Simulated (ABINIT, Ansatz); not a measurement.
# A GW chain in ABINIT: CrF6 (R-3)

Wanted: ground state, empty states, screening and self-energy for CrF6 (R-3).

Main program and level: ABINIT 10.8.3; PBEsol and many-body steps on it, plane waves.

### 1. Starting point

It takes space group R-3 (No. 148, trigonal). The conventional cell has a = 4.805 Å, b = 4.805 Å, c = 13.108 Å, α = 90.00°, β = 90.00°, γ = 120.00°. Nearest to Cr lie 6 F at 1.74 Å. F has 1 Cr at 1.74 Å nearest. Farther neighbours and most contacts between anions are not listed.

The cell and positions are those that the Materials Project relaxed with its own functionals (PBE, PBE+U or r2SCAN), kept fixed.

### 2. Ground state

This step: ABINIT 10.8.3; DFT, PBEsol, plane waves, norm-conserving pseudopotentials.

The ground-state density comes first.

The input, run.abi:

```
acell 3*1.0 Angstrom
rprim 
  2.402403871812 1.387028522093 4.369215055800
  -2.402403871812 1.387028522093 4.369215055800
  0.000000000000 -2.774057044186 4.369215055800
ntypat 2
znucl 24 9
natom 7
typat 1 2 2 2 2 2 2
xred 
  0.000000000000 0.000000000000 0.000000000000
  0.368598720000 0.081843300000 0.779004130000
  0.081843300000 0.779004130000 0.368598720000
  0.220995870000 0.631401280000 0.918156700000
  0.918156700000 0.220995870000 0.631401280000
  0.631401280000 0.918156700000 0.220995870000
  0.779004130000 0.368598720000 0.081843300000
pp_dirpath "pseudos"
pseudos "Cr.upf, F.upf"
ecut 43
ngkpt 6 6 6
nshiftk 1
shiftk 0 0 0
kptopt 1
chksymbreak 0
nband 35
occopt 1
tolvrs 1e-10
nstep 60
prtwf 0
optforces 0
optstress 0
indata_prefix "in"
outdata_prefix "out"
tmpdata_prefix "tmp"
```

Command:

```console
> OMP_NUM_THREADS=1 mpirun -n 4 abinit run.abi > log
```

Numbers of over 12 decimals in the logs are rounded to 6 here.

Log:

```text
.Version 10.8.3 of ABINIT. v10.8.2 released Aug 2026.

 Symmetries : space group R-3 (#148); Bravais hR (rhombohedral)
================================================================================
 Values of the parameters that define the memory need of the present run
     intxc =       0    ionmov =       0      iscf =       7    lmnmax =       6
     lnmax =       6     mgfft =      60  mpssoang =       3    mqgrid =    3001
     natom =       7  nloc_mem =       1    nspden =       1   nspinor =       1
    nsppol =       1      nsym =       6    n1xccc =    2501    ntypat =       2
    occopt =       1   xclevel =       2
-    mband =          35        mffmem =           1         mkmem =          10
       mpw =        7975          nfft =      216000          nkpt =          40
================================================================================
  Rough estimation (10% accuracy) of disk space for files :
================================================================================

--------------------------------------------------------------------------------
------------- Echo of variables that govern the present computation ------------
--------------------------------------------------------------------------------
 -outvars: echo values of preprocessed input variables --------
            acell      1.8897261259E+00  1.8897261259E+00  1.8897261259E+00 Bohr

      chksymbreak           0
             ecut      4.30000000E+01 Hartree
-          fftalg         312

              ixc     -116133
              kpt      0.00000000E+00  0.00000000E+00  0.00000000E+00
                       1.66666667E-01  0.00000000E+00  0.00000000E+00
                       3.33333333E-01  0.00000000E+00  0.00000000E+00
                       5.00000000E-01  0.00000000E+00  0.00000000E+00
                       1.66666667E-01  1.66666667E-01  0.00000000E+00
                       3.33333333E-01  1.66666667E-01  0.00000000E+00
                       5.00000000E-01  1.66666667E-01  0.00000000E+00
                      -3.33333333E-01  1.66666667E-01  0.00000000E+00
                      -1.66666667E-01  1.66666667E-01  0.00000000E+00
   [... 29 further rows ...]
                      -3.33333333E-01  5.00000000E-01  3.33333333E-01
                       5.00000000E-01  5.00000000E-01  5.00000000E-01
         kptrlatt        6    0    0      0    6    0      0    0    6
          kptrlen      5.44786243E+01
P           mkmem          10
            natom           7
            nband          35
            ngfft          60      60      60
             nkpt          40
            nstep          60
             nsym           6
           ntypat           2
              occ      2.000000  2.000000  2.000000  2.000000  2.000000  2.000000
                       2.000000  2.000000  2.000000  2.000000  2.000000  2.000000
                       2.000000  2.000000  2.000000  2.000000  2.000000  2.000000
                       2.000000  2.000000  2.000000  2.000000  2.000000  2.000000
                       2.000000  2.000000  2.000000  2.000000  0.000000  0.000000
                       0.000000  0.000000  0.000000  0.000000  0.000000
        optforces           0
        optstress           0
            prtwf           0
            rprim      2.4024038718E+00  1.3870285221E+00  4.3692150558E+00
[...]
spgroup         148

           tolvrs      1.00000000E-10

             xred      0.0000000000E+00  0.0000000000E+00  0.0000000000E+00
[...]
znucl       24.00000    9.00000

================================================================================

 chkinp: Checking input parameters for consistency.

================================================================================
== DATASET  1 ==================================================================
-   mpi_nproc: 4, omp_nthreads: 1 (-1 if OMP is not activated)

--- !DatasetInfo
iteration_state: {dtset: 1, }
dimensions: {natom: 7, nkpt: 40, mband: 35, nsppol: 1, nspinor: 1, nspden: 1, mpw: 7975, }
cutoff_energies: {ecut:  43.0, pawecutdg:  -1.0, }
electrons: {nelect:   5.60000000E+01, charge:   0.00000000E+00, occopt:   1.00000000E+00, tsmear:   1.00000000E-02, }

 Real(R)+Recip(G) space primitive vectors, cartesian coordinates (Bohr,Bohr^-1):
 R(1)=  4.5398854  2.6211040  8.2566198  G(1)=  0.1101349  0.0635864  0.0403716
 R(2)= -4.5398854  2.6211040  8.2566198  G(2)= -0.1101349  0.0635864  0.0403716
 R(3)=  0.0000000 -5.2422081  8.2566198  G(3)=  0.0000000 -0.1271729  0.0403716
 Unit cell volume ucvol=  5.8949847E+02 bohr^3
 Angles (23,13,12)=  5.53157509E+01  5.53157509E+01  5.53157509E+01 degrees

 getcut: wavevector=  0.0000  0.0000  0.0000  ngfft=  60  60  60
         ecut(hartree)=     43.000   => boxcut(ratio)=   2.07829

--- Pseudopotential description ------------------------------------------------
- Cr Generated using ONCVPSP code by D. R. Hamann
- 24.00000  14.00000  180301                  znucl, zion, pspdat
12 -116133 2 -1 1638                          pspcod,pspxc,lmax,lloc,mmax
     nproj     2     2     2
  pspatm : epsatm=   17.25290059
         --- l  ekb(1:nproj) -->
[...]
pspatm: atomic psp has been read  and splines computed

- F Generated using ONCVPSP code by D. R. Hamann
-  9.00000   7.00000  180301                  znucl, zion, pspdat
12 -116133 2 -1 832                           pspcod,pspxc,lmax,lloc,mmax
     nproj     2     2     1
  pspatm : epsatm=    4.89824381
         --- l  ekb(1:nproj) -->
[...]
2   -2.394754
 pspatm: atomic psp has been read  and splines computed

   2.61197235E+03                                ecore*ucvol(ha*bohr**3)
--------------------------------------------------------------------------------

_setup2: Arith. and geom. avg. npw (full set) are    7939.208    7939.198

================================================================================

--- !BeginCycle
iteration_state: {dtset: 1, }
solver: {iscf: 7, nstep: 60, nline: 4, wfoptalg: 0, }
tolerances: {tolvrs: 1.00E-10, }

     iter   Etot(hartree)      deltaE(h)  residm     vres2
 ETOT  1  -234.12114519551    -2.341E+02 1.974E-01 1.738E+04
 ETOT  2  -216.43299962343     1.769E+01 7.743E-02 1.522E+05
 ETOT  3  -235.91838668687    -1.949E+01 1.726E-01 2.862E+03
 ETOT  4  -236.14649158147    -2.281E-01 1.599E-02 9.244E+02
 ETOT  5  -236.27190170723    -1.254E-01 2.857E-03 1.734E+01
 ETOT  6  -236.27273901479    -8.373E-04 2.817E-03 1.559E+01
 ETOT  7  -236.27286334918    -1.243E-04 1.251E-03 1.252E+01
 ETOT  8  -236.27444394245    -1.581E-03 7.678E-04 6.666E-01
 ETOT  9  -236.27452250237    -7.856E-05 1.720E-04 5.277E-02
 ETOT 10  -236.27452901489    -6.513E-06 1.761E-04 9.780E-04
 ETOT 11  -236.27452912615    -1.113E-07 8.719E-05 3.754E-05
 ETOT 12  -236.27452913140    -5.249E-09 9.860E-05 5.297E-08
 ETOT 13  -236.27452913140     3.894E-12 7.591E-05 4.358E-09
 ETOT 14  -236.27452913139     7.219E-12 7.934E-05 2.737E-11

 At SCF step   14       vres2   =  2.74E-11 < tolvrs=  1.00E-10 =>converged.

--- !ResultsGS
iteration_state: {dtset: 1, }
comment   : Summary of ground state results
lattice_vectors:
- [  4.5398854,   2.6211040,   8.2566198, ]
- [ -4.5398854,   2.6211040,   8.2566198, ]
- [  0.0000000,  -5.2422081,   8.2566198, ]
lattice_lengths: [   9.78021,    9.78021,    9.78021, ]
lattice_angles: [ 55.316,  55.316,  55.316, ] # degrees, (23, 13, 12)
lattice_volume:   5.8949847E+02
convergence: {deltae:  7.219E-12, res2:  2.737E-11, residm:  7.934E-05, diffor:  0.000E+00, }
etotal    :  -2.36274529E+02
entropy   :   0.00000000E+00
fermie    :  -9.39977814E-02
cartesian_stress_tensor: null
pressure_GPa: null
xred      :
- [  0.0000E+00,   0.0000E+00,   0.0000E+00, Cr]
- [  3.6860E-01,   8.1843E-02,   7.7900E-01,  F]
- [  8.1843E-02,   7.7900E-01,   3.6860E-01,  F]
- [  2.2100E-01,   6.3140E-01,   9.1816E-01,  F]
- [  9.1816E-01,   2.2100E-01,   6.3140E-01,  F]
- [  6.3140E-01,   9.1816E-01,   2.2100E-01,  F]
- [  7.7900E-01,   3.6860E-01,   8.1843E-02,  F]
cartesian_forces: null
force_length_stats: {min: null, max: null, mean: null, }

 Integrated electronic density in atomic spheres:
 ------------------------------------------------
 Atom  Sphere_radius  Integrated_density
[...]
================================================================================

 ----iterations are completed or convergence reached----

 Mean square residual over all n,k,spin=   81.127E-09; max=  79.345E-06
 reduced coordinates (array xred) for    7 atoms
[...]
0.220995870000      0.631401280000      0.918156700000
       0.918156700000      0.220995870000      0.631401280000
       0.631401280000      0.918156700000      0.220995870000
       0.779004130000      0.368598720000      0.081843300000
 rms dE/dt=  0.0000E+00; max dE/dt=  0.0000E+00; dE/dt below (all hartree)
    1       0.000000000000      0.000000000000      0.000000000000
    2       0.000000000000      0.000000000000      0.000000000000
    3       0.000000000000      0.000000000000      0.000000000000
    4       0.000000000000      0.000000000000      0.000000000000
    5       0.000000000000      0.000000000000      0.000000000000
    6       0.000000000000      0.000000000000      0.000000000000
    7       0.000000000000      0.000000000000      0.000000000000

 cartesian coordinates (angstrom) at end:
    1      0.000000     0.000000     0.000000
    2      0.688902    -1.536226     5.371715
    3     -1.674862     0.171506     5.371715
    4     -0.985960    -1.364720     7.735931
    5      1.674862    -0.171506     7.735931
    6     -0.688902     1.536226     7.735931
    7      0.985960     1.364720     5.371715
 length scales=  1.889726125908  1.889726125908  1.889726125908 bohr
              =  1.000000000000  1.000000000000  1.000000000000 angstroms
 prteigrs : about to open file out_EIG
 Fermi (or HOMO) energy (hartree) =  -0.09400   Average Vxc (hartree)=  -0.34818
 Eigenvalues (hartree) for nkpt=  40  k points:
 kpt#   1, nband= 35, wtk=  0.00463, kpt=  0.0000  0.0000  0.0000 (reduced coord)
  -2.75997   -1.71045   -1.71041   -1.71041   -0.86528   -0.83528   -0.83528   -0.82203
  -0.81952   -0.81952   -0.24645   -0.24645   -0.24056   -0.22576   -0.22576   -0.21832
  -0.18267   -0.18267   -0.17469   -0.13951   -0.11432   -0.11432   -0.11389   -0.10493
  -0.10493   -0.10343   -0.10119   -0.10119   -0.02283   -0.01537   -0.01537    0.10650
   0.10650    0.28806    0.50006
 prteigrs : prtvol=0 or 1, do not print more k-points.

--- !EnergyTerms
iteration_state     : {dtset: 1, }
comment             : Components of total free energy in Hartree
kinetic             :  1.32889866886994E+02
hartree             :  8.83471739113017E+01
xc                  : -4.50969501176592E+01
Ewald energy        : -1.25139093557774E+02
psp_core            :  4.43083819852967E+00
local_psp           : -2.70686918011137E+02
non_local_psp       : -2.10194464416461E+01
total_energy        : -2.36274529131390E+02
total_energy_eV     : -6.42935747228155E+03
band_energy         : -3.16886717291632E+01

== END DATASET(S) ==============================================================
================================================================================

 -outvars: echo values of variables after computation  --------
           etotal     -2.3627452913E+02
            nband          35
             nkpt          40
          spgroup         148
 [... the other variables as echoed above ...]

 Calculation completed.
```

It took 2.9 min on 4 MPI ranks of Arm Neoverse V1, shared host; peak memory 0.73 GiB.

Numbers from this step:

```
total energy               : -6429.3575 eV
gap                        : 1.937 eV
k of the valence top       : 0.5, 0.5, 0
k of the conduction bottom : 0, 0, 0
least direct gap           : 1.992 eV
```

The gap is indirect, with the least direct gap 0.06 eV higher.

(Part 1 of 3 ends here.)

[Paths, hosts, dates, memory and timing lines, banners, echoed tables and standing remarks are left out of the program output.]

[Logs are printed without paths, hosts, clocks, repeated set-up lines and the standing remarks that a program may print on its own settings, such as how far it seeks lower states.]

[Runs of the session that timed out or met a known fault of the program may be left out.]

[Hosts, paths, dates, database ids (printed as entryN), source tags and the programs' standing remarks are cut or masked in the printed files.]

[G0W0 gaps are taken among the corrected bands and points alone; a level outside them can change the order at an edge.]

[Where Ansatz stands beside ABINIT at settings called matched, ABINIT's density can come from a denser mesh and the files from another edition; pairs whose starting gaps differed by over 0.03 eV were left out, so agreement reads better than it is.]
